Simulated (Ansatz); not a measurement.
# A hypothetical structure for YbB

This structure for YbB is made up. Its elements were placed in a known structure type with a cell scaled to their sizes. What cell does the guess relax to, and how far off was it?

Method: DFT, PBE, plane-wave PAW, default files, scalar-relativistic, ferromagnetic start, cell and ions relaxed at zero pressure, in the first sound run; inputs show where later runs differ, in Ansatz 0.2.0.

## 1. The starting structure

The structure is cubic, space group Pm-3m (No. 221). The conventional cell has a = 3.323 Å, b = 3.323 Å, c = 3.323 Å, α = 90.00°, β = 90.00°, γ = 90.00°. Yb has 8 B at 2.88 Å nearest. B has 8 Yb at 2.88 Å nearest. Farther neighbours are not listed.

Coordinates:

```cif
data_structure
_symmetry_space_group_name_H-M 'P 1'
_symmetry_Int_Tables_number 1
_cell_length_a 3.3230
_cell_length_b 3.3230
_cell_length_c 3.3230
_cell_angle_alpha 90.000
_cell_angle_beta 90.000
_cell_angle_gamma 90.000
_cell_volume 36.69
loop_
_atom_site_label
_atom_site_type_symbol
_atom_site_fract_x
_atom_site_fract_y
_atom_site_fract_z
_atom_site_occupancy
Yb1 Yb 0.50000 0.50000 0.50000 1
B2 B 0.00000 0.00000 0.00000 1
```

## 2. Relaxing cell and atoms

The guessed cell has no reason to be at equilibrium. It is relaxed with the atoms, within the space group of the guess.

Contents of input.yaml:

```yaml
crystal:
  lattice:
    - [3.323, 0.0, 0.0]
    - [0.0, 3.323, 0.0]
    - [0.0, 0.0, 3.323]
  atoms:
    - { symbol: Yb, position: [0.5, 0.5, 0.5], spin: 1.0 }
    - { symbol: B, position: [0.0, 0.0, 0.0] }
magnetization:
  spin_polarized: true
kpoints:
  mp_grid: { grid: [8, 8, 8] }
scf:
  occupations: { method: fermi_dirac, width: 0.05 }
hamiltonian:
  xc: pbe
  pseudopotentials: { kind: paw }
relax:
  f_tol: 0.015
  max_steps: 70
  cell: {}
output:
  forces: true
  stress: true
```

Started as:

```console
$ ansatz run input.yaml --threads 4 --pin off --max-ram 8192MiB --backend cpu --events-out ev --progress --plain --runs-dir out
```

Numbers of over 12 decimals in the logs are rounded to 6 here.

What it wrote:

```text
Warning: where an SCF of this run starts from atoms to list the orders of its open shells, Yb (site 0, from 0) starts with 0.44 μB on its 4f shell and 0.44 μB on its 5d shell, in the place of the 1.00 μB that the deck gives it: its open shells can hold no more by Hund's first rule. To start from spheres of the given moment, type scf.initial_density.shell_occupations: []
Engine: ansatz 0.2.0, aarch64-unknown-linux-gnu
Pseudopotentials: kind: paw
Pseudopotential: Yb, paw, valence charge 24, recommended cutoff 420 eV (normal), Yb.paw.azcp
Pseudopotential: B, paw, valence charge 3, recommended cutoff 420 eV (normal), B.paw.azcp
Functional definition: PBE
  parameter kappa = 0.804
  parameter beta = 0.066725
  exchange = pbe_x(kappa = kappa, mu = beta*pi^2/3)
  correlation = pbe_c(beta = beta)
Crystal: 2 atoms, lattice volume = 36.694 Å³
Basis set: ecut = 420 eV, 739 PW (Γ), exchange–correlation on 48×48×48 points (8 copies of the dense FFT grid, shifted against one another)
Bands: 18, of which v1, the nominal top of the filled ones, is band 14 counted from 1 (13 counted from 0)
Symmetry: 48 space group operations
Space group: Pm-3m (ITA 221), of the structure as read, at distance tolerance 3.3e-5 Å
Magnetic group: BNS 221.92 (UNI 1594), of the structure as read, at distance tolerance 3.3e-5 Å
k-points: 35 of 512
Non-local potential: Yb, projectors of the file, l = 0: 3, l = 1: 2, l = 2: 2, l = 3: 3
Non-local potential: B, projectors of the file, l = 0: 2, l = 1: 2, l = 2: 1
PAW form: soft (Blöchl's): semilocal exchange-correlation on the pseudo side does not see the compensation charge
PAW one-centre angular grid: Yb, 590 points (default); XC on 64 Gauss nodes
PAW one-centre angular grid: B, 110 points (default); XC on 64 Gauss nodes
Initial density: superposition of atomic densities (chi_scale 0.1, normalization cell)
Starting moments: Σ|m| = 1 μB on 1 of 2 sites
Initial wavefunctions: pseudopotential atomic-orbital guess
Functional: x = pbe(κ = 0.804, μ = 0.219515), c = pbe(β = 0.066725)
SCF iter   1: F=—  HF=-13950.307914 eV  |F-HF|=—  |Δ(HF+E_count)|=         —  Δρ=4.62e-2 (↑4.62e-2 ↓1.48e-2)  dr2=1.36e0  dr2_m=1.95e-1  M=0.257 μB ∫|m|=0.257 μB  β_m=0.30  ethr=3.10e-3  ⟨swp⟩=5.4  Hψ=5985  notcnv=0
Mixer restart at iter 1: flushing history
preconditioner: auto → none  [metal: Δε(μ)=0.032 eV  Ē_g=10.181 eV  σ=0.050 eV  W_gap=0.15  n_scr=6 (ndim 8)  ℏωp=30.7 eV  f_vac=0.000  D(μ)=2.95/eV (n_scr^D=32)  sad-step TF]
SCF iter   2: F=—  HF=-13950.195776 eV  |F-HF|=—  |Δ(HF+E_count)|=   1.12e-1  Δρ=2.80e-2 (↑2.80e-2 ↓1.57e-2)  dr2=5.01e-1  dr2_m=1.19e-1  M=0.219 μB ∫|m|=0.219 μB  β_m=0.46  ethr=3.10e-3  ⟨swp⟩=2.9  Hψ=2780  notcnv=0  defer=5
SCF iter   3: F=—  HF=-13950.091708 eV  |F-HF|=—  |Δ(HF+E_count)|=   1.04e-1  Δρ=1.87e-2 (↑1.87e-2 ↓4.84e-3)  dr2=1.10e-1  dr2_m=3.62e-2  M=0.141 μB ∫|m|=0.141 μB  β_m=0.45  ethr=1.86e-3  ⟨swp⟩=2.9  Hψ=2809  notcnv=0  defer=4
SCF iter   4: F=—  HF=-13950.040722 eV  |F-HF|=—  |Δ(HF+E_count)|=   5.10e-2  Δρ=5.45e-3 (↑4.79e-3 ↓5.45e-3)  dr2=3.16e-3  dr2_m=7.99e-3  M=0.080 μB ∫|m|=0.080 μB  β_m=0.65  ethr=4.08e-4  ⟨swp⟩=3.1  Hψ=2803  notcnv=0  defer=4
SCF iter   5: F=—  HF=-13950.050513 eV  |F-HF|=—  |Δ(HF+E_count)|=   9.79e-3  Δρ=2.15e-3 (↑5.52e-4 ↓2.15e-3)  dr2=1.44e-3  dr2_m=4.00e-4  M=0.020 μB ∫|m|=0.022 μB  β_m=0.83  ethr=1.17e-5  ⟨swp⟩=2.2  Hψ=2953  notcnv=0  defer=3
SCF iter   6: F=—  HF=-13950.057805 eV  |F-HF|=—  |Δ(HF+E_count)|=   7.29e-3  Δρ=3.35e-4 (↑3.35e-4 ↓3.15e-4)  dr2=1.73e-4  dr2_m=1.24e-6  M=0.001 μB ∫|m|=0.002 μB  β_m=0.91  ethr=5.33e-6  ⟨swp⟩=2.0  Hψ=2464  notcnv=0  defer=2
SCF iter   7: F=—  HF=-13950.058624 eV  |F-HF|=—  |Δ(HF+E_count)|=   8.18e-4  Δρ=3.06e-4 (↑2.51e-4 ↓3.06e-4)  dr2=9.05e-5  dr2_m=4.63e-7  M=0.001 μB ∫|m|=0.001 μB  β_m=0.96  ethr=6.40e-7  ⟨swp⟩=3.1  Hψ=2793  notcnv=0  defer=1
SCF iter   8: F=—  HF=-13950.058995 eV  |F-HF|=—  |Δ(HF+E_count)|=   3.71e-4  Δρ=1.57e-4 (↑1.57e-4 ↓1.10e-4)  dr2=2.56e-5  dr2_m=1.92e-7  M=0.000 μB ∫|m|=0.000 μB  β_m=0.98  ethr=3.35e-7  ⟨swp⟩=2.7  Hψ=2451  notcnv=0  defer=1
SCF iter   9: F=—  HF=-13950.059064 eV  |F-HF|=—  |Δ(HF+E_count)|=   6.95e-5  Δρ=2.59e-5 (↑2.59e-5 ↓1.39e-5)  dr2=6.27e-7  dr2_m=1.85e-8  M=-0.000 μB ∫|m|=0.000 μB  β_m=0.94  ethr=9.49e-8  ⟨swp⟩=3.1  Hψ=2976  notcnv=0  defer=1
SCF iter  10: F=—  HF=-13950.059065 eV  |F-HF|=—  |Δ(HF+E_count)|=   7.28e-7  Δρ=5.12e-6 (↑4.81e-6 ↓5.12e-6)  dr2=2.79e-8  dr2_m=7.00e-10  M=-0.000 μB ∫|m|=0.000 μB  β_m=0.97  ethr=2.32e-9  ⟨swp⟩=3.1  Hψ=2881  notcnv=0  defer=1
SCF iter  11: F=—  HF=-13950.059065 eV  |F-HF|=—  |Δ(HF+E_count)|=   3.30e-8  Δρ=2.30e-6 (↑1.40e-6 ↓2.30e-6)  dr2=4.03e-9  dr2_m=2.18e-10  M=-0.000 μB ∫|m|=0.000 μB  β_m=0.97  ethr=1.03e-10  ⟨swp⟩=3.0  Hψ=2727  notcnv=0  defer=1
SCF iter  12: F=-13950.059065 eV  HF=-13950.059065 eV  |F-HF|=1.50e-9  |Δ(HF+E_count)|=   2.85e-9  Δρ=1.04e-6 (↑1.04e-6 ↓9.71e-7)  dr2=1.42e-9  dr2_m=2.03e-11  M=-0.000 μB ∫|m|=0.000 μB  ethr=1.49e-11  ⟨swp⟩=2.8  Hψ=5047  notcnv=0
WARN: the starting moments were not kept: the SCF closed with an absolute magnetisation of 1.3e-5 μB, where they sum to 1 μB in size (1 site). That is at most 0.1 of that sum. Measured as dr2_m measures the in/out step, that magnetisation stands 8.0e-11 eV from none, at or under the dr2_threshold of 1.0e-7 eV: it is no larger than a step whose dr2_m would equal this threshold. The system may hold no moment; this SCF  [...]
SCF 1 converged in 12 iterations: F = -13950.059065 eV  dr2 = 1.42e-9
  greatest PAW one-centre occupation: 0.997 electrons in one spin orbital (limit 2), on the Yb atom at site 0 (counted from 0), in its partial waves of l = 0
relax step   1: F+E_penalty+E_count = -13950.05906492 eV  Δ(F+E_penalty+E_count) = +0.000e0 eV  max|allowed force component| = 1.741e-28 eV/Å  Δτ_max = 0.0000 Å  P = -8.726 GPa  Ω = 36.694 Å³  (12 SCF iters, dr2 threshold 1.00e-7 eV, accepted)
Crystal: 2 atoms, lattice volume = 31.585 Å³
Basis set: ecut = 420 eV, 619 PW (Γ), exchange–correlation on 48×48×48 points (8 copies of the dense FFT grid, shifted against one another)
Initial density: handed on by an earlier stage of this run
Starting moments: Σ|m| = 1 μB on 1 of 2 sites; this step starts from the density that it was given
Initial wavefunctions: those handed on with the density
iter 1 solved again at ethr=3.83e-4 eV; its pass at ethr=3.10e-3 eV (dr2=1.03e-1 eV) is discarded
[...]
SCF iter   8: F=—  HF=-13950.210634 eV  |F-HF|=—  |Δ(HF+E_count)|=   6.99e-8  Δρ=4.55e-6 (↑4.55e-6 ↓4.12e-6)  dr2=2.17e-8  dr2_m=2.56e-11  M=-0.000 μB ∫|m|=0.000 μB  β_m=0.85  ethr=6.63e-10  ⟨swp⟩=2.4  Hψ=2131  notcnv=0
SCF iter   9: F=—  HF=-13950.210634 eV  |F-HF|=—  |Δ(HF+E_count)|=   6.50e-8  Δρ=1.40e-5 (↑1.38e-5 ↓1.40e-5)  dr2=2.27e-7  dr2_m=3.19e-12  M=0.000 μB ∫|m|=0.000 μB  β_m=0.92  ethr=8.04e-11  ⟨swp⟩=2.5  Hψ=2328  notcnv=0
SCF iter  10: F=-13950.210634 eV  HF=-13950.210634 eV  |F-HF|=2.75e-10  |Δ(HF+E_count)|=   1.98e-8  Δρ=5.21e-7 (↑3.06e-7 ↓5.21e-7)  dr2=2.25e-10  dr2_m=4.95e-12  M=0.000 μB ∫|m|=0.000 μB  ethr=8.04e-11  ⟨swp⟩=2.7  Hψ=4975  notcnv=0
the starting moments were not kept: the SCF closed with an absolute magnetisation of 4.1e-6 μB, where they sum to 1 μB in size (1 site). That is at most 0.1 of that sum. Measured as dr2_m measures the in/out step, that magnetisation stands 1.6e-11 eV from none, at or under the dr2_threshold of 2.0e-7 eV: it is no larger than a step whose dr2_m would equal this threshold.
SCF 3 converged in 10 iterations: F = -13950.210634 eV  dr2 = 2.25e-10
relax step   3: F+E_penalty+E_count = -13950.21063439 eV  Δ(F+E_penalty+E_count) = -3.503e-4 eV  max|allowed force component| = 8.480e-30 eV/Å  Δτ_max = 0.0000 Å  P = -0.167 GPa  Ω = 31.910 Å³  energy of the carried Pulay correction = +2.368e-3 eV  (10 SCF iters, dr2 threshold 2.00e-7 eV, accepted)
[...]
relax step   4: F+E_penalty+E_count = -13950.21070216 eV  Δ(F+E_penalty+E_count) = -6.777e-5 eV  max|allowed force component| = 5.062e-30 eV/Å  Δτ_max = 0.0000 Å  P = -0.003 GPa  Ω = 31.846 Å³  energy of the carried Pulay correction = +2.402e-3 eV  (7 SCF iters, dr2 threshold 6.99e-8 eV, accepted)
[...]
relax step   5: F+E_penalty+E_count = -13950.20920899 eV  Δ(F+E_penalty+E_count) = +1.493e-3 eV  max|allowed force component| = 3.024e-30 eV/Å  Δτ_max = 0.0000 Å  P = -0.061 GPa  Ω = 31.846 Å³  stress off target by 6.06e-2 GPa  SCF on the basis re-selected at this cell (its energy is not comparable with the rows above)  (10 SCF iters)
[...]
relax step   6: F+E_penalty+E_count = -13950.20922462 eV  Δ(F+E_penalty+E_count) = -1.564e-5 eV  max|allowed force component| = 6.311e-30 eV/Å  Δτ_max = 0.0000 Å  P = +0.001 GPa  Ω = 31.822 Å³  energy of the carried Pulay correction = +1.122e-5 eV  (7 SCF iters, dr2 threshold 9.19e-9 eV, accepted)
iter 1 solved again at ethr=6.81e-8 eV; its pass at ethr=3.10e-3 eV (dr2=1.84e-5 eV) is discarded
SCF iter   1: F=—  HF=-13950.209213 eV  |F-HF|=—  |Δ(HF+E_count)|=         —  Δρ=8.28e-7 (↑6.67e-7 ↓8.28e-7)  dr2=2.15e-10  dr2_m=9.44e-12  M=-0.000 μB ∫|m|=0.000 μB  β_m=0.65  ethr=6.81e-8  ⟨swp⟩=4.1  Hψ=10952  notcnv=0
eigensolver tolerance schedule: the retry pair's looser diagonalisation over-reported the residual by 85623.35 of it (diagonalisation noise at an unbounded share of the residual, at the tolerance the schedule requests for it); recorded, not acted on — ethr = c·dr2/N_el stays at c = 1.0e-1
preconditioner: auto → none  [insulator: Δε(μ)=0.130 eV  Ē_g=10.571 eV  σ=0.050 eV  W_gap=0.53  n_scr=6 (ndim 8)  ℏωp=32.9 eV  f_vac=0.000  D(μ)=2.41/eV (n_scr^D=26)  ε∞_Penn≈10.7]
SCF iter   2: F=—  HF=-13950.209212 eV  |F-HF|=—  |Δ(HF+E_count)|=   1.27e-6  Δρ=3.24e-7 (↑2.63e-7 ↓3.24e-7)  dr2=2.36e-11  dr2_m=4.78e-12  M=-0.000 μB ∫|m|=0.000 μB  β_m=0.41  ethr=1.00e-12  ⟨swp⟩=4.6  Hψ=4062  notcnv=0
SCF iter   3: F=—  HF=-13950.209212 eV  |F-HF|=—  |Δ(HF+E_count)|=  3.64e-12  Δρ=2.55e-7 (↑2.55e-7 ↓1.99e-7)  dr2=1.42e-11  dr2_m=2.98e-12  M=-0.000 μB ∫|m|=0.000 μB  β_m=0.45  ethr=1.00e-12  ⟨swp⟩=2.0  Hψ=1768  notcnv=0
SCF iter   4: F=—  HF=-13950.209212 eV  |F-HF|=—  |Δ(HF+E_count)|=  3.27e-11  Δρ=1.91e-7 (↑1.15e-7 ↓1.91e-7)  dr2=8.11e-12  dr2_m=2.01e-12  M=-0.000 μB ∫|m|=0.000 μB  β_m=0.48  ethr=1.00e-12  ⟨swp⟩=1.0  Hψ=1260  notcnv=0
SCF iter   5: F=—  HF=-13950.209212 eV  |F-HF|=—  |Δ(HF+E_count)|=  2.55e-11  Δρ=1.41e-7 (↑6.49e-8 ↓1.41e-7)  dr2=7.23e-12  dr2_m=6.93e-13  M=-0.000 μB ∫|m|=0.000 μB  β_m=0.54  ethr=1.00e-12  ⟨swp⟩=1.0  Hψ=1260  notcnv=0
SCF iter   6: F=—  HF=-13950.209212 eV  |F-HF|=—  |Δ(HF+E_count)|=  3.64e-12  Δρ=8.30e-8 (↑5.24e-8 ↓8.30e-8)  dr2=4.96e-12  dr2_m=7.84e-14  M=-0.000 μB ∫|m|=0.000 μB  β_m=0.77  ethr=1.00e-12  ⟨swp⟩=1.0  Hψ=1260  notcnv=0
SCF iter   7: F=-13950.209212 eV  HF=-13950.209212 eV  |F-HF|=1.09e-11  |Δ(HF+E_count)|=  7.28e-12  Δρ=7.59e-8 (↑6.86e-8 ↓7.59e-8)  dr2=6.71e-12  dr2_m=4.59e-15  M=-0.000 μB ∫|m|=0.000 μB  ethr=1.00e-12  ⟨swp⟩=5.2  Hψ=6391  notcnv=0
the starting moments were not kept: the SCF closed with an absolute magnetisation of 1.2e-7 μB, where they sum to 1 μB in size (1 site). That is at most 0.1 of that sum. Measured as dr2_m measures the in/out step, that magnetisation stands 1.7e-14 eV from none, at or under the dr2_threshold of 2.0e-11 eV: it is no larger than a step whose dr2_m would equal this threshold.
SCF 7 converged in 7 iterations: F = -13950.209212 eV  dr2 = 6.71e-12
relax step   7: F+E_penalty+E_count = -13950.20921199 eV  Δ(F+E_penalty+E_count) = +1.264e-5 eV  max|allowed force component| = 5.226e-30 eV/Å  Δτ_max = 0.0000 Å  P = +0.000 GPa  Ω = 31.822 Å³  stress off target by 3.53e-4 GPa  SCF on the basis re-selected at this cell (its energy is not comparable with the rows above)  (7 SCF iters)
basis re-selected at this cell: Δ(F+E_penalty+E_count) = +1.264e-5 eV, ΔP = -0.000 GPa vs the last step (what re-selecting the basis moved, of the pressure what is left beyond the Pulay correction that the steps carried, after the strain that the cell walked since its last selection, with what the two solves' SCF thresholds leave and, on support functions, any second-order correction that the steps lacked; it is no m [...]
SCF converged after 7 iterations
Magnetization: -0.0000 μB (13.5000 up, 13.5000 down)
Absolute magnetization: 0.0000 μB (∫|ρ↑−ρ↓|, with the PAW one-centre terms)
Spin contamination: 0.0000 ħ² per cell (⟨S²⟩ above its minimum at these occupations)
Per-site moments (μB) at R_I (Å): [(-8.798444086557813e-8, 1.132046), (-2.3623632868788855e-8, 1.132046)]
Free energy (F): -13950.209212 eV
Harris-Foulkes:  -13950.209212 eV  (|F-HF|=1.09e-11)
Internal energy: -13950.188871 eV  (E = F + TS)
E sigma→0 (E₀):  -13950.199041 eV
Entropy (-TS):   -0.020341 eV (-10.171 meV/atom)
Fermi energy:    14.164624 eV
--- Per-component energies (eV) ---
  E_band       = 114.130627
  E_kinetic    = 407.162559
  E_local      = -5773.242266  (includes V_loc(G=0)·N_el)
  E_nonlocal   = 544.556201
  E_hartree    = 2526.024498
  E_xc         = -198.499119
  E_vxc        = -245.595158  (∫ρ·V_xc dr)
  E_paw        = -7422.677795  (= ΣΔE_a)
  E_vpaw       = 129.200040  (= ΣTr[D̂ρ^β])
  E_aug_tail   = 0.000001  (compensation charges beyond the density's cutoff)
  E_ewald      = -4033.512950
  E_smearing   = -0.020341  (= −TS)
  E_closure    = 0.000000  (closes the sum)
  Σ components = -13950.209212   (vs F -13950.209212, Δ=0.00e0)
--- Forces (eV/Å), atoms counted from 1 ---
  atom   1  Yb     0.00000000    -0.00000000     0.00000000
  atom   2  B      0.00000000    -0.00000000     0.00000000
  max |Σ_I F_I| component: 1.06e-29 eV/Å
--- Stress (GPa, compression-positive) ---
        0.000353       0.000000      -0.000000
        0.000000       0.000353       0.000000
       -0.000000       0.000000       0.000353
  P = ⅓ Tr σ = 0.0004 GPa (0.004 kbar)
--- Relaxed structure (5 steps of the walk, 5 accepted, 2 SCFs on fresh bases) ---
  F+E_penalty+E_count = -13950.20921199 eV   max|allowed force component| = 5.226e-30 eV/Å   (the final SCF, on the basis selected at the relaxed cell)
  cell:  # Å, volume = 31.8221 Å³
    - [3.168908, 0, 0]
    - [0, 3.168908, 0.0]
    - [0, 0.0, 3.168908]
  atoms:
    - { symbol: Yb, position: [0.5, 0.5, 0.5] }
    - { symbol: B, position: [0, 0, 0] }
```

Run time: 11 s. Hardware: 4 threads of Arm Neoverse N1, shared host; peak memory 0.34 GiB; 38 s of CPU time.

Relaxation path:

| step | energy less that of the first step (eV) | largest force component (eV/Å) | pressure (GPa) | volume (Å³) |
| --- | --- | --- | --- | --- |
| 1 | 0.0000 | 0.0000 | -8.73 | 36.69 |
| 2 | -0.1512 | 0.0000 | 0.69 | 31.58 |
| 3 | -0.1516 | 0.0000 | -0.17 | 31.91 |
| 4 | -0.1516 | 0.0000 | 0.00 | 31.85 |
| 5* | -0.1501 | 0.0000 | -0.06 | 31.85 |
| 6 | -0.1502 | 0.0000 | 0.00 | 31.82 |
| 7* | -0.1501 | 0.0000 | 0.00 | 31.82 |

Relaxation steps marked * repeat the geometry before them on a plane-wave basis chosen anew for their cell, so energy and pressure can jump there.

Forces are held to the 48 operations that the run works with; a distortion that breaks them can't arise in this run.

| conventional cell, symmetrised | before | after | change |
| --- | --- | --- | --- |
| a (Å) | 3.323 | 3.169 | -4.6 % |
| b (Å) | 3.323 | 3.169 | -4.6 % |
| c (Å) | 3.323 | 3.169 | -4.6 % |
| volume (Å³/atom) | 18.35 | 15.91 | -13.3 % |

The relaxed structure:

```xyz
2
Lattice="3.1689 0.0000 0.0000 0.0000 3.1689 0.0000 0.0000 0.0000 3.1689" Properties=species:S:1:pos:R:3 pbc="T T T"
Yb    1.5845    1.5845    1.5845
B     0.0000    0.0000    0.0000
```

This step gave:

* free energy: -13950.2092 eV
* energy at zero smearing: -13950.1990 eV
* smearing term TS: 0.02034 eV
* Fermi energy: 14.16 eV
* electrons: 27
* symmetry operations: 48
* pressure: 3.53e-4 GPa

Shortest distances by pair of elements, guess and relaxed (not always the same contact):

| pair | guess (Å) | relaxed (Å) |
| --- | --- | --- |
| B–Yb | 2.878 | 2.744 |
| Yb–Yb | 3.323 | 3.169 |
| B–B | 3.323 | 3.169 |

The relaxation ends with a pressure of 0.00 GPa. The starting moments have collapsed: the run ends non-magnetic.

(Continued in part 2 of 2.)

[Logs are printed without paths, hosts, clocks, repeated set-up lines and the standing remarks that a program may print on its own settings, such as how far it seeks lower states.]

[Hosts, paths, dates, database ids (printed as entryN), source tags and the programs' standing remarks are cut or masked in the printed files.]
